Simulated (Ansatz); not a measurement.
## LiBe in Pmma, a phase reached by a soft mode: following an unstable mode

Aim: this structure of LiBe in Pmma, a phase reached by a soft mode is to be tested for unstable modes, and one is followed downhill.

Method: DFT PBEsol, scalar-relativistic, plane waves, PAW; PAW set soft_1, in Ansatz 0.2.0.

## (1) The structure

The structure is orthorhombic, space group Pmma (No. 51). Conventional cell: a = 4.003 Å, b = 2.300 Å, c = 4.805 Å, α = 90.00°, β = 90.00°, γ = 90.00°. Nearest to Li lie 4 Li at 2.30 to 2.43 Å and 2 Be at 2.53 Å. Be has 4 Be at 2.27 to 2.30 Å and 2 Li at 2.53 Å nearest. Farther neighbours are not listed.

## (2) Zone-centre response

This phase was reached earlier by freezing in an unstable mode of a structure of higher symmetry and relaxing. Its zone-centre modes can show that it is still unstable.

input.yaml

```yaml
crystal:
  lattice:
    - [4.0029917923, 0.0, 0.0]
    - [0.0, 2.3002298331, 0.0]
    - [0.0, 0.0, 4.8048219967]
  atoms:
    - { symbol: Li, position: [0.25, 0.0, 0.1436367237] }
    - { symbol: Li, position: [0.75, 0.0, 0.8563632763] }
    - { symbol: Be, position: [0.25, 0.5, 0.611800186] }
    - { symbol: Be, position: [0.75, 0.5, 0.388199814] }
kpoints:
  mp_grid: { grid: [10, 18, 10] }
hamiltonian:
  xc: pbesol
  pseudopotentials: { kind: paw, azcp: { folder: soft_1 }, xc_functional: pbe }
scf:
  occupations: { method: methfessel_paxton, width: 0.2 }
output:
  eigenvalues: true
phonons:
  method: dfpt
```

On the command line:

```sh
ansatz run input.yaml --threads 4 --pin off --max-ram 10240MiB --backend cpu --events-out ev --progress --plain --runs-dir out
```

Numbers of over 12 decimals in the logs are rounded to 6 here.

Log:

```text
zone centre: on kpoints.mp_grid the ground state, and the responses unless they are solved on pairs of k-points, stand on 360 of the mesh's 1800 k-points, reduced under 4 symmetry operations, with k and −k counted as one. Each operation leaves every solved displacement unchanged or reverses it
Engine: ansatz 0.2.0, aarch64-unknown-linux-gnu
Pseudopotentials: kind: paw
Pseudopotential: Li, paw, valence charge 3, recommended cutoff 420 eV (normal), soft_1/Li.paw.azcp
Pseudopotential: Be, paw, valence charge 2, recommended cutoff 420 eV (normal), soft_1/Be.paw.azcp
Functional definition: PBEsol
  exchange = pbesol_x
  correlation = pbesol_c
Crystal: 4 atoms, lattice volume = 44.242 Å³
Basis set: ecut = 420 eV, 851 PW (Γ), exchange–correlation on 60×32×72 points (8 copies of the dense FFT grid, shifted against one another)
Bands: 9, of which v1, the nominal top of the filled ones, is band 5 counted from 1 (4 counted from 0)
Symmetry: 8 space group operations
k-points: 360 of 1800 (irreducible under 4 space group operations, time reversal used)
Non-local potential: Li, projectors of the file, l = 0: 3, l = 1: 2, l = 2: 1
Non-local potential: Be, projectors of the file, l = 0: 2, l = 1: 2, l = 2: 1
PAW form: soft (Blöchl's): semilocal exchange-correlation on the pseudo side does not see the compensation charge
PAW frozen core: Be, regenerated for the run's functional, and the local potential with it (the file was generated under x = pbe(κ = 0.804, μ = 0.219515), c = pbe(β = 0.066725))
PAW one-centre angular grid: Li, 110 points (default); XC on 64 Gauss nodes
PAW one-centre angular grid: Be, 110 points (default); XC on 64 Gauss nodes
Initial density: superposition of atomic densities (chi_scale 0.1, normalization cell, long waves kept (reshape's long-wave potential 0.02 eV rms))
Initial wavefunctions: pseudopotential atomic-orbital guess
Functional: x = pbesol(κ = 0.804, μ = 0.123457), c = pbesol(β = 0.046)
SCF iter   1: F=—  HF=-585.688381 eV  |F-HF|=—  |Δ(HF+E_count)|=         —  Δρ=9.07e-3  dr2=7.57e-2  ethr=3.10e-3  ⟨swp⟩=5.1  Hψ=20853  notcnv=0
preconditioner: auto → none  [metal: Δε(μ)=0.013 eV  Ē_g=6.875 eV  σ=0.200 eV  W_gap=0.05  n_scr=8 (ndim 8)  ℏωp=13.7 eV  f_vac=0.000  D(μ)=1.06/eV (n_scr^D=8)  sad-step TF]
SCF iter   2: F=—  HF=-585.637075 eV  |F-HF|=—  |Δ(HF+E_count)|=   5.13e-2  S|Δr|=    0.00e0  Δρ=5.39e-3  dr2=2.45e-2  ethr=7.57e-4  ⟨swp⟩=1.0  Hψ=6123  notcnv=0
SCF iter   3: F=—  HF=-585.634265 eV  |F-HF|=—  |Δ(HF+E_count)|=   2.81e-3  S|Δr|=    0.00e0  Δρ=4.83e-4  dr2=1.48e-4  ethr=2.45e-4  ⟨swp⟩=2.1  Hψ=3864  notcnv=0
SCF iter   4: F=—  HF=-585.634230 eV  |F-HF|=—  |Δ(HF+E_count)|=   3.47e-5  S|Δr|=    0.00e0  Δρ=1.05e-4  dr2=7.51e-6  ethr=1.48e-6  ⟨swp⟩=2.2  Hψ=4352  notcnv=0
SCF iter   5: F=—  HF=-585.634229 eV  |F-HF|=—  |Δ(HF+E_count)|=   1.67e-6  S|Δr|=    0.00e0  Δρ=2.16e-5  dr2=2.53e-7  ethr=7.51e-8  ⟨swp⟩=2.1  Hψ=4126  notcnv=0
SCF iter   6: F=—  HF=-585.634229 eV  |F-HF|=—  |Δ(HF+E_count)|=   1.94e-8  S|Δr|=    0.00e0  Δρ=2.59e-6  dr2=1.10e-8  ethr=2.53e-9  ⟨swp⟩=2.0  Hψ=4136  notcnv=0
SCF iter   7: F=—  HF=-585.634229 eV  |F-HF|=—  |Δ(HF+E_count)|=   3.04e-9  S|Δr|=    0.00e0  Δρ=6.14e-7  dr2=3.19e-10  ethr=1.10e-10  ⟨swp⟩=2.1  Hψ=3959  notcnv=0
SCF iter   8: F=-585.634229 eV  HF=-585.634229 eV  |F-HF|=2.50e-12  |Δ(HF+E_count)|=  3.92e-11  S|Δr|=    0.00e0  Δρ=8.02e-8  dr2=4.98e-12  ethr=1.00e-12  ⟨swp⟩=4.0  Hψ=12926  notcnv=0
SCF 1 converged in 8 iterations: F = -585.634229 eV  dr2 = 4.98e-12
  greatest PAW one-centre occupation: 1.000 electrons in one spin orbital (limit 2), on the Li atom at site 1 (counted from 0), in its partial waves of l = 0
DFPT response loops at Γ: preconditioner auto → Kerker (q_TF=auto, 2.129 Å⁻¹) (partly filled bands, converged f_vac=0.000); β = 1.00, the filter's whole step (`scf.mixing.beta` (0.50) is not read by the response loops under this deck's `scf.mixing.preconditioner`; to damp them name `kerker` or `kerker_dos`, under which they read `scf.mixing.beta`, and type it under 1.00, their step now; both keys bind the ground state too); Broyden in place of MSR1
SCF converged after 8 iterations
Stability not checked: this state was not tested for a lower state beside it, because cold or Methfessel-Paxton smearing, or corrected tetrahedra, fill the levels in a way that the test cannot read (fill_not_monotonic; see scf.lower_state_search)
Free energy (F): -585.634229 eV
Harris-Foulkes:  -585.634229 eV  (|F-HF|=2.50e-12)
Internal energy: -585.634887 eV  (E = F + TS)
E sigma→0 (E₀):  -585.634393 eV
Entropy (-TS):   0.000658 eV (0.165 meV/atom)
Fermi energy:    3.853143 eV
Step filling:    the computed levels leave a gap of 0.0047 eV = 0.0 smearing widths at the electron count; against every level under it full and every level over it empty, smearing changes F+E_penalty+E_count by +1.63e-3 meV and its σ→0 estimate by -0.163 meV
--- Per-component energies (eV) ---
  E_band       = -157.525031
  E_kinetic    = 71.092453
  E_local      = -248.875824  (includes V_loc(G=0)·N_el)
  E_nonlocal   = -30.410334
  E_hartree    = 74.231070
  E_xc         = -56.079036
  E_vxc        = -61.779744  (∫ρ·V_xc dr)
  E_paw        = -158.629289  (= ΣΔE_a)
  E_vpaw       = -36.014237  (= ΣTr[D̂ρ^β])
  E_aug_tail   = 0.000522  (compensation charges beyond the density's cutoff)
  E_ewald      = -236.983512
  E_core_change = 0.019063  (= ΣΔE_core)
  E_smearing   = 0.000658  (= −TS)
  E_closure    = -0.000000  (closes the sum)
  Σ components = -585.634229   (vs F -585.634229, Δ=0.00e0)
--- Band table (eV; the first three rows and the last of 360) ---
  k-point 0: bands = ["-41.0311", "-40.9565", "-3.2829", "1.7516", "2.1322", "2.3196", "6.5253", "8.9290", "9.3664"]
  k-point 1: bands = ["-41.0311", "-40.9565", "-3.2618", "1.2204", "2.1775", "2.9448", "6.5205", "7.9979", "10.4299"]
  k-point 2: bands = ["-41.0310", "-40.9566", "-3.2034", "0.5931", "2.3066", "3.8470", "6.5056", "7.0276", "11.2934"]
  k-point 359: bands = ["-40.8803", "-40.8803", "3.1302", "3.1302", "4.1607", "4.1607", "6.5038", "6.5038", "10.1314"]
--- Phonons (Γ-DFPT): 6 representative perturbations + reference, on 360 of 1800 k-points (Σ response iterations 18) ---
  k mesh reduced under 4 symmetry operations, with k and −k counted as one. Each operation leaves every solved displacement unchanged or reverses it
  ASR residual: 4.214e-5 → 0.000e0 eV/Å²; symmetrization residual: 1.968e-7 eV/Å²
  ASR residual per site (eV/Å²): 1.27e-5 1.27e-5 4.21e-5 4.21e-5
  Γ frequencies (cm⁻¹): -310.37 0.00 0.00 0.00 202.75 323.11 366.93 396.57 416.40 422.83 456.29 548.34
  non-analytic LO–TO correction: not included (Born effective charges unavailable; polar crystals: no LO–TO splitting at Γ)
```

Elapsed: 20 s, on 4 threads of Arm Neoverse V1, shared host; peak memory 0.81 GiB.

Reading the cycles: dr2 is the Hartree energy of the density residual (eV), the measure of convergence; HF is the Harris–Foulkes estimate of the energy, which meets the free energy F at convergence.

This step gave:

- volume per atom: 11.06 Å³
- gap on the k-mesh: 0 eV
- sum-rule residual before enforcement: 4.21e-5 eV/Å²
- point group: mmm
- highest optical mode at the zone centre (no LO-TO term): 548.3 cm⁻¹
- lowest optical zone-centre mode: -310.4 cm⁻¹

Patterns of degenerate modes are one choice out of their space. Modes at Γ, with each element's share of the kinetic energy (negative means imaginary):

| mode | frequency (cm⁻¹) | symmetry | Li % | Be % |
| --- | --- | --- | --- | --- |
| 1 | -310.4 | B3g | 1 | 99 |
| 2 | 0.0 | acoustic | 43 | 57 |
| 3 | 0.0 | acoustic | 44 | 56 |
| 4 | 0.0 | acoustic | 44 | 56 |
| 5 | 202.8 | B3g | 99 | 1 |
| 6 | 323.1 | B2u | 56 | 44 |
| 7 | 366.9 | Ag | 32 | 68 |
| 8 | 396.6 | B3u | 56 | 44 |
| 9 | 416.4 | B2g | 62 | 38 |
| 10 | 422.8 | B1u | 56 | 44 |
| 11 | 456.3 | Ag | 68 | 32 |
| 12 | 548.3 | B2g | 38 | 62 |

Displacements in mode 1 (-310.4 cm⁻¹), the largest set to 1:
```
Li1  0.00 -0.09  0.00
Li2  0.00  0.09  0.00
Be3  0.00  1.00  0.00
Be4  0.00 -1.00  0.00
```

Displacements in mode 11 (456.3 cm⁻¹), the largest set to 1:
```
Li1  0.00  0.00  1.00
Li2  0.00  0.00 -1.00
Be3  0.00  0.00 -0.60
Be4  0.00  0.00  0.60
```

Before it was imposed, the acoustic sum rule was missed by 4.2e-5 eV/Å². Small misses are needed for a sound result but don't prove that mesh and cutoff are converged. The lowest optical mode is imaginary, 310.4i cm⁻¹, so the energy falls along it.

## (3) The mode frozen in, largest atomic shift 0 Å

The mode followed lies at Γ with frequency 310.4i cm⁻¹, the softest among the wavevectors solved. At small amplitude the distorted cell has space group no. 11 by a symmetry search on the positions. The undistorted cell that holds it gives the zero of energy on the same k mesh.

input.yaml, as its differences from that of step 2:

```diff
@@ -18,4 +18,4 @@
 output:
+  forces: true
+  stress: true
   eigenvalues: true
-phonons:
-  method: dfpt
```

Log:

```text
[...]
Crystal: 4 atoms, lattice volume = 44.242 Å³
Basis set: ecut = 420 eV, 851 PW (Γ), exchange–correlation on 54×32×72 points (8 copies of the dense FFT grid, shifted against one another)
Bands: 9, of which v1, the nominal top of the filled ones, is band 5 counted from 1 (4 counted from 0)
Symmetry: 8 space group operations
[...]
k-points: 360 of 1800
[...]
atom   3  Be     0.00000000    -0.00000000    -0.00031042
  atom   4  Be    -0.00000000     0.00000000     0.00031042
  max |Σ_I F_I| component: 0.00e0 eV/Å
--- Stress (GPa, compression-positive) ---
        0.007735      -0.000000       0.000000
       -0.000000      -0.006037       0.000000
        0.000000       0.000000       0.003474
  P = ⅓ Tr σ = 0.0017 GPa (0.017 kbar)
--- Band table (eV; the first three rows and the last of 360) ---
[...]
[key lines of the parts left out:]
SCF converged after 6 iterations
Free energy (F): -585.634229 eV
Fermi energy:    3.853125 eV
```

Run time: 2.4 s. Hardware: 4 threads; peak memory 0.42 GiB.

Numbers from this step:

```yaml
pressure: 0.001724 GPa
energy_from_the_undistorted_cell: 0 meV/atom
```

The run ends at a pressure of 0.00 GPa, with forces up to 3.1e-4 eV/Å.

## (4) The mode frozen in, largest atomic shift 0.45 Å

The atoms are moved along the unstable eigenvector, the largest shift by 0.45 Å, with the cell fixed.

input.yaml, the sections that differ from step 3:

```yaml
crystal:
  lattice:
    - [4.0029917923, 0.0, 0.0]
    - [0.0, 2.3002298331, 0.0]
    - [0.0, 0.0, 4.8048219967]
  atoms:
    - { symbol: Li, position: [0.25, 0.0179731801, 0.1436367237] }
    - { symbol: Li, position: [0.75, -0.0179731801, 0.8563632763] }
    - { symbol: Be, position: [0.25, 0.3043673752, 0.611800186] }
    - { symbol: Be, position: [0.75, 0.6956326248, 0.388199814] }
# kpoints, hamiltonian, scf, output: as in step 3
```

Log:

```text
[...]
Crystal: 4 atoms, lattice volume = 44.242 Å³
Basis set: ecut = 420 eV, 851 PW (Γ), exchange–correlation on 54×32×72 points (8 copies of the dense FFT grid, shifted against one another)
Bands: 9, of which v1, the nominal top of the filled ones, is band 5 counted from 1 (4 counted from 0)
Symmetry: 4 space group operations
[...]
k-points: 552 of 1800
[...]
atom   3  Be    -0.00000000     0.10493475    -0.44138878
  atom   4  Be     0.00000000    -0.10493475     0.44138878
  max |Σ_I F_I| component: 0.00e0 eV/Å
--- Stress (GPa, compression-positive) ---
       -3.003130       0.000000      -0.000000
        0.000000      -5.011307      -1.996242
       -0.000000      -1.996242       3.101629
  P = ⅓ Tr σ = -1.6376 GPa (-16.376 kbar)
--- Band table (eV; the first three rows and the last of 552) ---
[...]
[key lines of the parts left out:]
SCF converged after 7 iterations
Free energy (F): -585.826930 eV
Fermi energy:    3.923936 eV
```

Run time: 3.7 s. Hardware: 4 threads; peak memory 0.49 GiB; 14 s of CPU time.

This step gave:

| Item | Value |
| --- | --- |
| pressure | -1.638 GPa |
| energy from the undistorted cell | -48.13 meV/atom |

The energy, extrapolated to zero smearing, is -48.13 meV/atom against the undistorted cell.

The run ends at a pressure of -1.64 GPa, with forces up to 0.45 eV/Å.

## (5) Energy along the mode, all amplitudes (two of the runs are shown above)

An imaginary frequency means negative curvature, so the energy should fall and then rise again as anharmonic terms take over.

This step gave:

```yaml
depth_at_the_lowest_point_sampled: 48.13 meV/atom
largest_atomic_shift_at_that_point: 0.45 Å
```

Table of energy from the parent by largest atomic shift:

| largest atomic shift (Å) | energy from the parent (meV/atom) |
| --- | --- |
| 0.000 | 0 |
| 0.040 | -1.28 |
| 0.080 | -4.89 |
| 0.140 | -13.5 |
| 0.220 | -27.7 |
| 0.320 | -43.1 |
| 0.450 | -48.1 |
| 0.600 | -22.9 |

Displacement at unit largest shift by atom:

| atom | x (Å) | y (Å) | z (Å) | size |
| --- | --- | --- | --- | --- |
| Li1 | 0.00 | 0.09 | 0.00 | 0.09 |
| Li2 | 0.00 | -0.09 | 0.00 | 0.09 |
| Be3 | 0.00 | -1.00 | 0.00 | 1.00 |
| Be4 | 0.00 | 1.00 | 0.00 | 1.00 |

The lowest of the steps tried is at 0.45 Å, 48.1 meV/atom below the parent; the bottom of the well need not coincide with a step.

[end of part 1 of 3]

[Logs are printed without paths, hosts, clocks, repeated set-up lines and the standing remarks that a program may print on its own settings, such as how far it seeks lower states.]

[Hosts, paths, dates, database ids (printed as entryN), source tags and the programs' standing remarks are cut or masked in the printed files.]
